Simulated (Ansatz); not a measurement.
# Direct or indirect: PbSe (Fm-3m)

```
CELL_PARAMETERS angstrom
0.00000 3.06065 3.06065
3.06065 0.00000 3.06065
3.06065 3.06065 0.00000
ATOMIC_POSITIONS crystal
Pb 0.00000 0.00000 0.00000
Se 0.50000 0.50000 0.50000
```

Method: Ansatz, PBE, independent particles, without spin-orbit coupling, line width 0.15 eV (Gaussian). The band structure gives a fundamental gap of 0.29 eV. The spectrum of vertical transitions near the edge:

```json
{"E (eV)": "0.00", "Im ε, E ∥ xyz": "0.00"}
{"E (eV)": "0.12", "Im ε, E ∥ xyz": "0.06"}
{"E (eV)": "0.24", "Im ε, E ∥ xyz": "0.39"}
{"E (eV)": "0.36", "Im ε, E ∥ xyz": "1.03"}
{"E (eV)": "0.48", "Im ε, E ∥ xyz": "1.58"}
{"E (eV)": "0.60", "Im ε, E ∥ xyz": "2.02"}
{"E (eV)": "0.72", "Im ε, E ∥ xyz": "2.56"}
{"E (eV)": "0.84", "Im ε, E ∥ xyz": "3.25"}
{"E (eV)": "0.96", "Im ε, E ∥ xyz": "4.07"}
{"E (eV)": "1.08", "Im ε, E ∥ xyz": "5.04"}
{"E (eV)": "1.20", "Im ε, E ∥ xyz": "6.21"}
{"E (eV)": "1.32", "Im ε, E ∥ xyz": "7.71"}
{"E (eV)": "1.44", "Im ε, E ∥ xyz": "9.67"}
{"E (eV)": "1.56", "Im ε, E ∥ xyz": "11.79"}
{"E (eV)": "1.68", "Im ε, E ∥ xyz": "13.88"}
{"E (eV)": "1.80", "Im ε, E ∥ xyz": "16.97"}
```

Q: Is the gap direct or indirect, and about where do vertical transitions set in?

A: Direct: the band path has its least direct gap at the fundamental one, 0.29 eV, and the curves rise from there. Lines are broadened by 0.15 eV, which spreads the edge.

[Logs are printed without paths, hosts, clocks, repeated set-up lines and the standing remarks that a program may print on its own settings, such as how far it seeks lower states.]
